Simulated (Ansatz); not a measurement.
# Elastic response of H4C6Br2O (P2_1/c) (104 atoms): runs compared

How stiff is H4C6Br2O (P2_1/c) (104 atoms), and how do its levels respond to strain?

Computed with Ansatz 0.2.0: Kohn-Sham DFT, PBE+D4, PAW (set soft_2), plane waves.

### Step 1. The cell as built

The cell holds 104 atoms: 32 H, 48 C, 16 Br and 8 O. Its edges and angles: a = 11.169 Å, b = 8.413 Å, c = 14.911 Å, α = 90.0°, β = 91.1°, γ = 90.0°. It derives from H4C6Br2O (P2_1/c), repeated 1×2×1. H4C6Br2O, space group P2_1/c, structure from the Crystallography Open Database, 1 x 2 x 1 conventional cells; every coordinate displaced by a Gaussian of 0.01 Å; bonds to H set to neutron lengths (C-H 1.089, N-H 1.015, O-H 0.983, B-H 1.19 Å) where the listed ones are shorter.

What the set-up can't give: Only the Γ point is sampled.

### Step 2. The reference run

The reference is a single point at the end of the relaxation.

Every strained cell starts from the geometry of this run, and its atoms are relaxed with the cell held.

Its input, with most atom lines left out:

```yaml
crystal:
  lattice:
    - [11.10563, 0.00024, -0.0593]
    - [0.00018, 8.59097, -0.00022]
    - [-0.35603, -0.00039, 14.81542]
  atoms:
    - { symbol: H, position: [0.78506, 0.07047, 0.75358] }
    - { symbol: H, position: [0.21514, 0.32071, 0.746] }
    - { symbol: H, position: [0.21494, 0.4297, 0.24614] }
    - { symbol: H, position: [0.78536, 0.1796, 0.25403] }
    - { symbol: H, position: [0.53648, 0.34894, 0.59227] }
    - { symbol: H, position: [0.46354, 0.09864, 0.90719] }
    - { symbol: H, position: [0.46344, 0.15118, 0.40747] }
    [... atom lines 8 to 104 left out ...]
kpoints:
  mp_grid: { grid: [1, 1, 1] }
hamiltonian:
  xc: pbe
  dispersion: d4
scf:
  occupations: { method: fixed }
output:
  forces: true
  stress: true
  populations: true
  dos:
    method: { smearing: { sigma: 0.15 } }
    de: 0.1
    projected: { site_lists: { Br: [Br], C: [C], H: [H], O: [O] } }
  eigenvalues: true
  write_density: true
  write_potential: true
  volumetric_format: npy
  elf: true
```

| Property | Result |
| --- | --- |
| free energy per atom | -592.5630 eV/atom |
| r.m.s. force component | 0.00536 eV/Å |
| pressure | -0.01997 GPa |

Filled and empty levels are parted by 3.72 eV at Γ alone; the mesh holds the band edges only if they fold onto it, so the gap at this level can be narrower or closed, while semilocal functionals tend to narrow gaps against experiment.

### Step 3. The runs

Each row is one run, on 4 threads of Arm Neoverse V1, shared host. The free energy is the program's total, comparable only between runs with the same functional, potentials and atoms.

```tsv
run	atoms	outcome	ionic steps, all passes	free energy (eV)	time	host memory (GiB)
Single point at the start	104	converged	-	-61625.744	12 s	1.4
Cell and atoms relaxed	104	converged	8	-61626.548	81 s	1.4
Single point at the relaxed geometry	104	converged	-	-61626.548	20 s	1.5
Volume -3 %	104	converged	3	-61626.506	45 s	1.5
Volume +3 %	104	converged	3	-61626.497	44 s	1.6
Volume -6 %	104	converged	4	-61626.375	57 s	1.4
Volume +6 %	104	converged	4	-61626.407	56 s	1.6
Volume -10 %	104	converged	4	-61626.001	57 s	1.4
Stretched by 1 % along x	104	converged	3	-61626.532	45 s	1.5
Compressed by 1 % along x	104	converged	3	-61626.536	44 s	1.5
Sheared by 2 % in xy	104	converged	3	-61626.538	45 s	1.5
```

In some runs the program notes that the SCF threshold is loose for the stress.

### Step 4. Pressure against volume

Atoms are relaxed at each volume, in the scaled cell.

```tsv
volume change (%)	volume (Å³/atom)	energy change (meV/atom)	pressure (GPa)	largest move on relaxing (Å)	bonds	gap (eV)
-10	12.231	5.26	1.51	0.22	104	3.56
-6	12.774	1.67	0.72	0.13	104	3.64
-3	13.182	0.41	0.29	0.07	104	3.68
+0	13.590	0.00	-0.02	-	104	3.72
+3	13.997	0.49	-0.27	0.06	104	3.76
+6	14.405	1.36	-0.47	0.12	104	3.78
```

### Step 5. Uniaxial strain and shear

Stress (GPa, compression positive) less that of the relaxed cell, atoms relaxed:

```tsv
strain	xx	yy	zz	xy	energy change (meV/atom)
stretched by 1 % along x	-0.200	-0.049	-0.108	0.001	0.15
compressed by 1 % along x	0.247	0.038	0.042	0.001	0.12
sheared by 2 % in xy	0.002	-0.001	-0.032	-0.068	0.09
```

### Step 6. What came out

The bulk modulus, from the slope of pressure against ln V over the three points nearest the relaxed volume, is 9.32 GPa; a quadratic over all points gives a pressure derivative of about 9.5. The curvature of the energy over the same three points gives 11.8 GPa instead, so stress and energy disagree and the modulus is uncertain by that much. The gap goes from 3.56 eV at the smallest volume to 3.78 eV at the largest, +1.3 eV per unit of ln V by a straight line, on the run's k-points. In the Cartesian axes of the cell, finite differences give C11 = 22.3, C12 = 4.36, C13 = 7.52 and C66 = 3.40 GPa (the shear of 2 % is the engineering strain, εxy = 0.01).

**Limits.** Strains are finite and relaxations stop at the force tolerance of the input, which can leave moduli too stiff; they are those of a static cell at zero temperature. Volumes are changed with the cell's shape held, so in an anisotropic solid the modulus lies over the one under free hydrostatic load. The program notes that the SCF threshold of the relaxations is loose for the stress.

The DFT runs together took 8.4 min of wall time.

[Logs are printed without paths, hosts, clocks, repeated set-up lines and the standing remarks that a program may print on its own settings, such as how far it seeks lower states.]

[Hosts, paths, dates, database ids (printed as entryN), source tags and the programs' standing remarks are cut or masked in the printed files.]
